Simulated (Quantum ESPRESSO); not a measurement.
Consider LuC2 (I4/mmm).

```xyz
3
Lattice="-1.7830 1.7830 3.0290 1.7830 -1.7830 3.0290 1.7830 1.7830 -3.0290" Properties=species:S:1:pos:R:3 pbc="T T T"
Lu    0.0000    0.0000    0.0000
C     0.0000    0.0000    2.3751
C     0.0000    0.0000    3.6828
```

Absorber: atom 2, with 1 C at 1.31 Å, 1 Lu at 2.38 Å and 4 Lu at 2.60 Å (6-fold, site symmetry 4mm). Method: Quantum ESPRESSO XSpectra, LDA, excited-electron core hole (neutral cell), 15-atom cell with 6.1 Å between holes, 6×6×6 k points, dipole transitions, Lorentzian half width 0.3 eV up to 4 eV, rising linearly to 2.5 eV at 25 eV, without spin-orbit coupling.

Q: What does the C K edge look like?

Main maxima up to 24 eV above the zero (height): 2.0 eV (1.79), 5.8 eV (1.26) and 13.5 eV (1.01). A K edge sees empty p states on the absorber. The total-energy difference is 286.29 eV. One term is added: -6.67 eV, since the hole is spin-paired here and a spin-polarised one costs that much less in the free atom (computed apart). The photon energy is then 279.62 eV. The functional leaves an error in such absolute values: in the free atom LDA prices this hole 2.9 eV below PBE (computed apart), and PBE is itself good to a few eV.

The C K spectrum (energy from the energy zero of the input (xe0, at the border of filled and empty states); intensity scaled to a mean of 1 over the first 20 eV; the points at xe0, where the cut of filled states can leave a spike, are interpolated; polarised curves are means over the symmetry-equivalent atoms):

| E (eV) | isotropic | ε ⊥ c | ε ∥ c |
| --- | --- | --- | --- |
| -2.0 | 0.06 | 0.09 | 0.02 |
| -1.5 | 0.09 | 0.12 | 0.02 |
| -1.0 | 0.14 | 0.19 | 0.03 |
| -0.5 | 0.26 | 0.38 | 0.04 |
| 0.0 | 0.79 | 1.13 | 0.10 |
| 0.5 | 1.38 | 1.99 | 0.15 |
| 1.0 | 1.55 | 2.23 | 0.19 |
| 1.5 | 1.73 | 2.48 | 0.21 |
| 2.0 | 1.79 | 2.57 | 0.22 |
| 2.5 | 1.44 | 2.07 | 0.18 |
| 3.0 | 1.01 | 1.44 | 0.14 |
| 3.5 | 0.72 | 1.00 | 0.16 |
| 4.0 | 0.77 | 1.02 | 0.26 |
| 4.5 | 1.02 | 1.32 | 0.41 |
| 5.0 | 1.20 | 1.56 | 0.47 |
| 5.5 | 1.25 | 1.65 | 0.45 |
| 6.0 | 1.25 | 1.64 | 0.47 |
| 6.5 | 1.22 | 1.55 | 0.57 |
| 7.0 | 1.18 | 1.40 | 0.75 |
| 7.5 | 1.19 | 1.31 | 0.96 |
| 8.0 | 1.12 | 1.18 | 0.98 |
| 8.5 | 0.98 | 1.04 | 0.86 |
| 9.0 | 0.84 | 0.89 | 0.76 |
| 9.5 | 0.73 | 0.76 | 0.65 |
| 10.0 | 0.65 | 0.69 | 0.58 |
| 10.5 | 0.63 | 0.65 | 0.59 |
| 11.0 | 0.67 | 0.66 | 0.68 |
| 11.5 | 0.74 | 0.68 | 0.87 |
| 12.0 | 0.83 | 0.69 | 1.10 |
| 12.5 | 0.92 | 0.71 | 1.33 |
| 13.0 | 0.98 | 0.73 | 1.49 |
| 13.5 | 1.01 | 0.74 | 1.56 |
| 14.0 | 1.00 | 0.71 | 1.57 |
| 14.5 | 0.95 | 0.65 | 1.56 |
| 15.0 | 0.91 | 0.59 | 1.56 |
| 15.5 | 0.88 | 0.54 | 1.58 |
| 16.0 | 0.87 | 0.51 | 1.60 |
| 16.5 | 0.87 | 0.50 | 1.60 |
| 17.0 | 0.86 | 0.51 | 1.56 |
| 17.5 | 0.84 | 0.53 | 1.46 |
| 18.0 | 0.82 | 0.56 | 1.34 |
| 18.5 | 0.80 | 0.59 | 1.21 |
| 19.0 | 0.79 | 0.63 | 1.11 |
| 19.5 | 0.78 | 0.65 | 1.03 |
| 20.0 | 0.77 | 0.67 | 0.97 |
| 20.5 | 0.76 | 0.68 | 0.91 |
| 21.0 | 0.74 | 0.69 | 0.85 |
| 21.5 | 0.72 | 0.69 | 0.80 |
| 22.0 | 0.70 | 0.68 | 0.75 |
| 22.5 | 0.68 | 0.66 | 0.72 |
| 23.0 | 0.65 | 0.64 | 0.69 |
| 23.5 | 0.63 | 0.61 | 0.67 |
| 24.0 | 0.61 | 0.59 | 0.65 |
| 24.5 | 0.59 | 0.56 | 0.65 |
| 25.0 | 0.58 | 0.55 | 0.66 |
| 25.5 | 0.58 | 0.53 | 0.67 |
| 26.0 | 0.58 | 0.52 | 0.69 |
| 26.5 | 0.58 | 0.51 | 0.72 |
| 27.0 | 0.59 | 0.51 | 0.75 |
| 27.5 | 0.60 | 0.51 | 0.78 |
| 28.0 | 0.61 | 0.52 | 0.80 |
| 28.5 | 0.62 | 0.53 | 0.81 |
| 29.0 | 0.63 | 0.54 | 0.81 |
| 29.5 | 0.63 | 0.54 | 0.79 |
| 30.0 | 0.62 | 0.54 | 0.76 |
| 30.5 | 0.60 | 0.54 | 0.72 |
| 31.0 | 0.58 | 0.54 | 0.67 |
| 31.5 | 0.56 | 0.53 | 0.62 |
| 32.0 | 0.54 | 0.53 | 0.57 |

Lanthanide 4f electrons are frozen in the core. The holes are only 6.1 Å apart, so the shape is probably not converged with cell size; no larger cell was run here. The structure is a computed Materials Project entry and may be a hypothetical form.

[Banner, clock and machine lines of the logs are left out without a mark of their own.]

[Logs are printed without paths, hosts, clocks, repeated set-up lines and the standing remarks that a program may print on its own settings, such as how far it seeks lower states.]

[Hosts, paths, dates, database ids (printed as entryN), source tags and the programs' standing remarks are cut or masked in the printed files.]

[Lists of maxima count a maximum above −3 eV only where it reaches 4 % of the highest in the window and stands out from its surroundings by 2 % of it (1.5 % where it reaches 55 %); shoulders and weaker maxima are passed over, and of the rest the first, up to two pre-edge ones and the few strongest are named.]
